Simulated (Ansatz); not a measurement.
# Decaying states in the gap of H3SeI, part 2 of 3

A new crystal, H3SeI: structure, gap and complex bands. It is built by putting Se for O, I for Cl in the H3ClO structure of space group R3m, with the volume rescaled by atomic radii. The parent structure comes from the Materials Project.

Ansatz 0.2.0; PBE DFT, plane waves, PAW files (the session's first sound run).

So far. Step 2 (Relaxing the new crystal): The largest force component on a free atom ends at 0.0066 eV/Å.

The structure was built from a prototype and need not be the compound's stable phase.

### Step 3. Band edges

The energy window and the wavevectors of the next steps follow from the band edges, so these are searched first, off the mesh as well.

File input.yaml:

```yaml
crystal:
  lattice:
    - [2.8658150672, 1.6545791005, 4.2307721737]
    - [-2.8658150672, 1.6545791005, 4.2307721737]
    - [0.0, -3.3091582011, 4.2307721737]
  atoms:
    - { symbol: H, position: [0.6729476162, 0.2847195979, 0.2847195979] }
    - { symbol: H, position: [0.2847195979, 0.6729476162, 0.2847195979] }
    - { symbol: H, position: [0.2847195979, 0.2847195979, 0.6729476162] }
    - { symbol: I, position: [-0.0208457733, -0.0208457733, -0.0208457733] }
    - { symbol: Se, position: [0.4824599613, 0.4824599613, 0.4824599613] }
kpoints:
  mp_grid: { grid: [6, 6, 6] }
  band_path: { path: [VBM, CBM], npoints: 30 }
scf:
  occupations: { method: fixed }
hamiltonian:
  xc: pbe
output:
  eigenvalues: true
  write_potential: true
  write_density: true
  volumetric_format: npy
```

On the command line:

```
$ ansatz run input.yaml --threads 2 --pin off --max-ram 4096MiB --backend cpu --events-out ev --progress --plain --runs-dir out
```

Numbers of over 12 decimals in the logs are rounded to 6 here.

Log:

```text
[...]
Crystal: 5 atoms, lattice volume = 120.367 Å³
Basis set: ecut = 420 eV, 2349 PW (Γ)
Bands: 23, of which v1, the nominal top of the filled ones, is band 18 counted from 1 (17 counted from 0)
Symmetry: 6 space group operations
[...]
k-points: 32 of 216 (time reversal used)
[...]
SCF iter   1: F=—  HF=-13029.758240 eV  |F-HF|=—  |Δ(HF+E_count)|=         —  Δρ=3.01e-3  dr2=2.69e-2  ethr=1.77e-3  ⟨swp⟩=5.0  Hψ=3084  notcnv=0  defer=94
[...]
SCF iter   7: F=-13029.751745 eV  HF=-13029.751745 eV  |F-HF|=5.61e-9  |Δ(HF+E_count)|=   2.72e-7  Δρ=1.35e-6  dr2=4.05e-9  ethr=2.78e-10  ⟨swp⟩=9.4  Hψ=3229  notcnv=0
SCF 1 converged in 7 iterations: F = -13029.751745 eV  dr2 = 4.05e-9
[...]
NSCF: frozen V_eff on 32 k-points
[...]
SCF converged after 7 iterations
Free energy (F): -13029.751745 eV
[...]
Internal energy: -13029.751745 eV  (E = F + TS)
E sigma→0 (E₀):  -13029.751745 eV
Fermi energy:    1.136841 eV
[...]
--- Band table (eV; the first three rows and the last of 32) ---
  k-point 0: bands = [... 14 lower, -2.4103, 0.9076, 0.9076, 0.9266, 4.9071, 4.9071, 4.9603, 7.1902, ... 1 higher]
  k-point 1: bands = [... 14 lower, -2.4084, 0.6426, 0.7404, 0.7966, 5.1868, 5.2658, 5.5118, 7.2874, ... 1 higher]
  k-point 2: bands = [... 14 lower, -2.4061, 0.2179, 0.4516, 0.5502, 5.8457, 6.0379, 6.6832, 7.5990, ... 1 higher]
  k-point 31: bands = [... 14 lower, -2.3654, 0.0144, 0.2263, 0.2263, 6.6275, 6.6275, 7.7338, 7.8998, ... 1 higher]
```

Elapsed: 14 s, on 2 threads of Arm Neoverse V2, shared host; peak memory 0.36 GiB.

Numbers from this step:

```
Fermi energy        : 1.137 eV
gap on the k-mesh   : 3.770 eV
gap on path         : 3.770 eV, by band count; negative where bands overlap
direct gap on path  : 3.884 eV
edge places on path : 0, 0.8109 1/A along the path
```

The electronic bands at the labelled points (eV, zero at the Fermi level (highest filled level under fixed occupations); v1 is the highest filled band, c1 the lowest empty one):

```
  point     v4     v3     v2     v1    c1    c2    c3    c4
    VBM  -3.94  -0.20  -0.16   0.00  3.88  4.07  4.86  5.06
halfway  -3.65  -0.89  -0.20  -0.17  3.81  4.05  5.54  5.81
    CBM  -3.55  -0.28  -0.23  -0.21  3.77  3.80  3.91  6.05
```

The searched edges give 3.77 eV, as on the mesh.

### Step 4. Decaying states in the gap, plane (001)

This step: PBE DFT, plane waves, PAW files; complex bands by layer matching along the plane's normal (Ansatz 0.2.0).

The same crystal is laid in a cell whose first two vectors span the (001) plane (indices of the standard conventional cell, whose axes can be ordered otherwise than in the bulk input). At fixed energy and wavevector in the plane the solver finds all kz, real and complex. A few wavevectors are listed, (0, 0) and (0, -0.0417) in units of the plane's reciprocal vectors; the slowest state needn't be among them.

File input.yaml:

```yaml
crystal:
  lattice:
    - [5.731630134, 0.0, 0.0]
    - [2.865815067, 4.963737302, 0.0]
    - [2.865815067, 1.654579101, 4.230772174]
  atoms:
    - { symbol: H, position: [0.7152804021, 0.7152804021, 0.242386812] }
    - { symbol: H, position: [0.3270523838, 0.7152804021, 0.242386812] }
    - { symbol: H, position: [0.7152804021, 0.3270523838, 0.242386812] }
    - { symbol: I, position: [0.0208457733, 0.0208457733, 0.9374626801] }
    - { symbol: Se, position: [0.5175400387, 0.5175400387, 0.4473798839] }
kpoints:
  mp_grid: { grid: [6, 6, 6] }
scf:
  occupations: { method: fixed }
hamiltonian:
  xc: pbe
output:
  eigenvalues: true
  transmission:
    leads: [[0, 0]]
    kpoints: [[0.0, 0.0], [0.0, -0.0417]]
    e_range: [-1.0, 4.77]
    de: 0.1
```

Log:

```text
[...]
Crystal: 5 atoms, lattice volume = 120.367 Å³
Basis set: ecut = 420 eV, 2349 PW (Γ)
Bands: 23, of which v1, the nominal top of the filled ones, is band 18 counted from 1 (17 counted from 0)
Symmetry: 6 space group operations
[...]
k-points: 32 of 216 (time reversal used)
[...]
SCF iter   1: F=—  HF=-13029.758233 eV  |F-HF|=—  |Δ(HF+E_count)|=         —  Δρ=3.01e-3  dr2=2.69e-2  ethr=1.77e-3  ⟨swp⟩=5.0  Hψ=3087  notcnv=0  defer=93
[...]
SCF iter   7: F=-13029.751743 eV  HF=-13029.751743 eV  |F-HF|=6.15e-9  |Δ(HF+E_count)|=   2.64e-7  Δρ=1.35e-6  dr2=4.25e-9  ethr=2.78e-10  ⟨swp⟩=9.5  Hψ=3257  notcnv=0
SCF 1 converged in 7 iterations: F = -13029.751743 eV  dr2 = 4.25e-9
[...]
transmission: 6 of 12 steps passed
transmission: 12 of 12 steps passed
SCF converged after 7 iterations
Free energy (F): -13029.751743 eV
[...]
Internal energy: -13029.751743 eV  (E = F + TS)
E sigma→0 (E₀):  -13029.751743 eV
Fermi energy:    1.136847 eV
[...]
--- Band table (eV; the first three rows and the last of 32) ---
  k-point 0: bands = [... 14 lower, -2.4103, 0.9076, 0.9076, 0.9266, 4.9071, 4.9071, 4.9604, 7.1902, ... 1 higher]
  k-point 1: bands = [... 14 lower, -2.3976, 0.6435, 0.7092, 0.7092, 5.3011, 5.3011, 5.5738, 7.5126, ... 1 higher]
  k-point 2: bands = [... 14 lower, -2.3752, 0.1997, 0.3734, 0.3734, 6.1331, 6.1331, 6.8470, 7.6286, ... 1 higher]
  k-point 31: bands = [... 14 lower, -2.6431, 0.2975, 0.7380, 0.9231, 5.3360, 5.7629, 7.1668, 7.4885, ... 1 higher]
--- Transmission ---
  basis      : 253 plane waves across, 6 finite elements along
  points     : 2, as listed
  energies   : 58 from -1.000000 to 4.700000 eV about the Fermi level, 0.100000 eV apart; the leads are filled to 1.885124 eV, and channels, transmission and decay are at 1.900000 eV
  crystal 0  : I1H3Se1, at the sites [0, 0], period 4.2308 Å: whole cells are its period
    offset         : up to 0.0000 Å between an atom of the period and one for which it stands
    channels       : 0.000000e0 a spin
    conductance    : none, the energies end too early or step too widely for 300 K: set another output.transmission.e_range or a lower de, or, where they end at an eighth of basis.ecutwfc, a higher one
    slowest decay  : 0.3299 /Å at (0.0000, 0.0000)
```

Run time: 35 s. Hardware: 2 threads; peak memory 0.78 GiB.

This step gave:

- level to which the leads are filled: 1.885 eV from the Fermi level
- decay constant at the filling level, zone centre: 0.3299 Å⁻¹
- decay constant at the filling level, slowest listed point: 0.3299 Å⁻¹

K parallel (0, 0); values up to 1.5 1/Å, a degenerate pair printed once or twice; energies at which all values exceed this have no row. The Im kz of the slowest decaying states by energy, zero at the highest filled level on the SCF mesh:

```
energy (eV)  decay 1 (Å⁻¹)  decay 2 (Å⁻¹)  decay 3 (Å⁻¹)  decay 4 (Å⁻¹)
      -1.00          0.185          0.833           1.07              -
      -0.70          0.828           1.05              -              -
      -0.40          0.821           1.03              -              -
      -0.10          0.135          0.176          0.812           1.01
       0.00          0.181          0.227          0.809           1.00
       0.10          0.213          0.263          0.805          0.997
       0.40          0.274          0.332          0.794          0.975
       0.70          0.308          0.371          0.782          0.952
       1.00          0.327          0.393          0.768          0.928
       1.30          0.335          0.403          0.754          0.902
       1.60          0.336          0.404          0.738          0.875
       1.80          0.333          0.400          0.726          0.857
       2.10          0.322          0.388          0.708          0.828
       2.40          0.306          0.368          0.689          0.797
       2.70          0.282          0.339          0.668          0.765
       3.00          0.250          0.299          0.645          0.732
       3.30          0.205          0.243          0.621          0.696
       3.60          0.138          0.151          0.595          0.658
       3.80         0.0454          0.577          0.631           1.45
       4.10          0.548          0.589           1.43              -
       4.40          0.516          0.543           1.40              -
       4.70          0.480          0.493           1.38              -
```

K parallel (0, -0.0417); values up to 1.5 1/Å, a degenerate pair printed once or twice; energies at which all values exceed this have no row. Table of Im kz of the slowest decaying states by energy, zero at the highest filled level on the SCF mesh:

```
energy (eV)  decay 1 (Å⁻¹)  decay 2 (Å⁻¹)  decay 3 (Å⁻¹)  decay 4 (Å⁻¹)
      -1.00          0.183          0.188          0.834          0.834
      -0.80          0.831          0.831           1.06           1.06
      -0.50          0.824          0.824           1.04           1.04
      -0.30          0.818          0.818           1.03           1.03
      -0.10          0.148          0.161          0.176          0.812
       0.00          0.196          0.211          0.227          0.809
       0.10          0.229          0.247          0.263          0.805
       0.40          0.293          0.315          0.333          0.794
       0.60          0.318          0.342          0.361          0.786
       0.80          0.335          0.361          0.380          0.777
       1.10          0.351          0.379          0.398          0.763
       1.30          0.355          0.385          0.403          0.753
       1.50          0.356          0.386          0.405          0.742
       1.70          0.354          0.385          0.402          0.731
       2.00          0.346          0.376          0.393          0.713
       2.20          0.336          0.366          0.382          0.701
       2.40          0.324          0.352          0.368          0.688
       2.60          0.308          0.335          0.350          0.674
       2.90          0.278          0.301          0.314          0.652
       3.10          0.251          0.271          0.283          0.636
       3.30          0.218          0.234          0.243          0.620
       3.60          0.145          0.150          0.151          0.594
       3.80         0.0402          0.575          0.576          0.635
       4.00          0.556          0.557          0.607          0.611
       4.20          0.535          0.536          0.578          0.581
       4.50          0.502          0.503          0.531          0.534
       4.70          0.478          0.479          0.496          0.500
```

At the listed wavevectors the last open channel is at -0.30 eV and the next at +3.80 eV on the grid. At +1.90 eV, the grid energy nearest the filling level (the middle of the gap on the SCF mesh), the slowest state at the listed wavevectors decays with κ = 0.330 Å⁻¹, its amplitude falling by e over 3.0 Å. Through 1 nm of this crystal that state's transmission falls by exp(−2 × 0.330 Å⁻¹ × 10 Å) = 0.0014.

### Step 5. Complex bands, plane (101)

The same for the (101) plane, at (0, 0), (-0.0417, 0) and (-0.5, 0), to see how the decay depends on direction.

File input.yaml:

```yaml
crystal:
  lattice:
    - [5.371215988, 0.0, 0.0]
    - [2.313101766, 4.847630494, 0.0]
    - [2.313101766, 1.459213819, 4.622793142]
  atoms:
    - { symbol: H, position: [0.2847195979, 0.2847195979, 0.6729476162] }
    - { symbol: H, position: [0.6729476162, 0.2847195979, 0.2847195979] }
    - { symbol: H, position: [0.2847195979, 0.6729476162, 0.2847195979] }
    - { symbol: I, position: [0.9791542267, 0.9791542267, 0.9791542267] }
    - { symbol: Se, position: [0.4824599613, 0.4824599613, 0.4824599613] }
kpoints:
  mp_grid: { grid: [6, 6, 6] }
scf:
  occupations: { method: fixed }
hamiltonian:
  xc: pbe
output:
  eigenvalues: true
  transmission:
    leads: [[0, 0]]
    kpoints: [[0.0, 0.0], [-0.0417, 0.0], [-0.5, 0.0]]
    e_range: [-1.0, 4.77]
    de: 0.12
```

Log:

```text
[...]
Crystal: 5 atoms, lattice volume = 120.367 Å³
Basis set: ecut = 420 eV, 2349 PW (Γ)
Bands: 23, of which v1, the nominal top of the filled ones, is band 18 counted from 1 (17 counted from 0)
Symmetry: 6 space group operations
[...]
k-points: 32 of 216 (time reversal used)
[...]
SCF iter   1: F=—  HF=-13029.758245 eV  |F-HF|=—  |Δ(HF+E_count)|=         —  Δρ=3.01e-3  dr2=2.69e-2  ethr=1.77e-3  ⟨swp⟩=5.0  Hψ=3084  notcnv=0  defer=93
[...]
SCF iter   7: F=-13029.751745 eV  HF=-13029.751745 eV  |F-HF|=5.66e-9  |Δ(HF+E_count)|=   2.74e-7  Δρ=1.35e-6  dr2=4.09e-9  ethr=2.78e-10  ⟨swp⟩=9.5  Hψ=3244  notcnv=0
SCF 1 converged in 7 iterations: F = -13029.751745 eV  dr2 = 4.09e-9
[...]
transmission: 6 of 18 steps passed
transmission: 12 of 18 steps passed
transmission: 18 of 18 steps passed
SCF converged after 7 iterations
Free energy (F): -13029.751745 eV
[...]
Internal energy: -13029.751745 eV  (E = F + TS)
E sigma→0 (E₀):  -13029.751745 eV
Fermi energy:    1.136841 eV
[...]
--- Band table (eV; the first three rows and the last of 32) ---
  k-point 0: bands = [... 14 lower, -2.4103, 0.9076, 0.9076, 0.9266, 4.9071, 4.9071, 4.9603, 7.1902, ... 1 higher]
  k-point 1: bands = [... 14 lower, -2.4084, 0.6426, 0.7404, 0.7966, 5.1868, 5.2658, 5.5118, 7.2874, ... 1 higher]
  k-point 2: bands = [... 14 lower, -2.4061, 0.2179, 0.4516, 0.5502, 5.8457, 6.0379, 6.6832, 7.5990, ... 1 higher]
  k-point 31: bands = [... 14 lower, -2.3654, 0.0144, 0.2263, 0.2263, 6.6275, 6.6275, 7.7338, 7.8998, ... 1 higher]
--- Transmission ---
  basis      : 227 plane waves across, 6 finite elements along
  points     : 3, as listed
[...]
crystal 0  : Se1H3I1, at the sites [0, 0], period 4.6228 Å: whole cells are its period
[...]
channels       : 0.000000e0 a spin
[...]
slowest decay  : 0.3265 /Å at (0.0000, 0.0000)
```

Run time: 34 s. Hardware: 2 threads; peak memory 0.66 GiB; 66 s of CPU time.

Numbers from this step:

- decay constant at the filling level, zone centre: 0.3265 Å⁻¹
- decay constant at the filling level, slowest listed point: 0.3265 Å⁻¹

K parallel (0, 0); values up to 1.5 1/Å, a degenerate pair printed once or twice; energies at which all values exceed this have no row. Im kz of the slowest decaying states against energy, zero at the highest filled level on the SCF mesh:

```
energy (eV)  decay 1 (Å⁻¹)  decay 2 (Å⁻¹)  decay 3 (Å⁻¹)  decay 4 (Å⁻¹)
     -1.000          0.256          0.332          0.998          0.999
     -0.520          0.967          0.985           1.11              -
     -0.040          0.173          0.208          0.213          0.935
      0.440          0.277          0.334          0.362          0.903
      1.040          0.324          0.386          0.421          0.861
      1.520          0.332          0.394          0.430          0.825
      2.000          0.323          0.381          0.416          0.788
      2.480          0.297          0.350          0.381          0.748
      2.960          0.254          0.295          0.321          0.706
      3.440          0.184          0.200          0.211          0.660
      4.040          0.598          0.623          0.640              -
      4.520          0.543          0.545          0.576           1.46
```

K parallel (-0.0417, 0); values up to 1.5 1/Å, a degenerate pair printed once or twice; energies at which all values exceed this have no row. Table of Im kz of the slowest decaying states by energy, zero at the highest filled level on the SCF mesh:

```
energy (eV)  decay 1 (Å⁻¹)  decay 2 (Å⁻¹)  decay 3 (Å⁻¹)  decay 4 (Å⁻¹)
     -1.000          0.253          0.323          0.987           1.00
     -0.520          0.957          0.980          0.988           1.11
     -0.040          0.190          0.191          0.211          0.926
      0.440          0.300          0.315          0.357          0.894
      1.040          0.347          0.368          0.415          0.852
      1.520          0.355          0.378          0.424          0.816
      2.000          0.344          0.366          0.410          0.778
      2.480          0.317          0.337          0.376          0.738
      2.960          0.270          0.285          0.316          0.695
      3.440          0.191          0.196          0.211          0.649
      4.040          0.585          0.605          0.633          0.643
      4.520          0.529          0.550          0.556          0.580
```

K parallel (-0.5, 0); values up to 1.5 1/Å, a degenerate pair printed once or twice; energies at which all values exceed this have no row. Table of Im kz of the slowest decaying states by energy, zero at the highest filled level on the SCF mesh:

```
energy (eV)  decay 1 (Å⁻¹)  decay 2 (Å⁻¹)  decay 3 (Å⁻¹)  decay 4 (Å⁻¹)
      -1.00          0.197          0.309          0.933           1.28
      -0.76          0.146          0.915           1.25           1.48
      -0.40          0.887           1.22           1.45              -
      -0.16          0.101          0.867           1.20           1.43
      -0.04          0.135          0.211          0.857           1.19
       0.20          0.215          0.317          0.836           1.16
       0.44          0.282          0.378          0.814           1.14
       0.68          0.326          0.418          0.791           1.12
       1.04          0.369          0.455          0.755           1.09
       1.28          0.387          0.469          0.730           1.06
       1.64          0.403          0.478          0.689           1.03
       1.88          0.408          0.476          0.660           1.01
       2.12          0.408          0.470          0.630          0.987
       2.48          0.395          0.407          0.449          0.582
       2.72          0.379          0.403          0.426          0.549
       3.08          0.345          0.380          0.499          0.897
       3.32          0.314          0.324          0.368          0.467
       3.56          0.260          0.348          0.434          0.851
       3.92          0.152          0.308          0.382          0.815
       4.16          0.272          0.343          0.790           1.04
       4.52          0.197          0.270          0.752           1.00
       4.76          0.108          0.204          0.726          0.975
```

At the listed wavevectors the last open channel is at -0.04 eV and the next at +3.80 eV on the grid. At +1.88 eV, the grid energy nearest the filling level (the middle of the gap on the SCF mesh), the slowest state at the listed wavevectors decays with κ = 0.327 Å⁻¹, its amplitude falling by e over 3.1 Å; the first such run, plane (001), gave 0.330 Å⁻¹.

[end of part 2 of 3]

[Logs are printed without paths, hosts, clocks, repeated set-up lines and the standing remarks that a program may print on its own settings, such as how far it seeks lower states.]

[Hosts, paths, dates, database ids (printed as entryN), source tags and the programs' standing remarks are cut or masked in the printed files.]

[New means built here by substitution; the compound itself may be known and measured.]
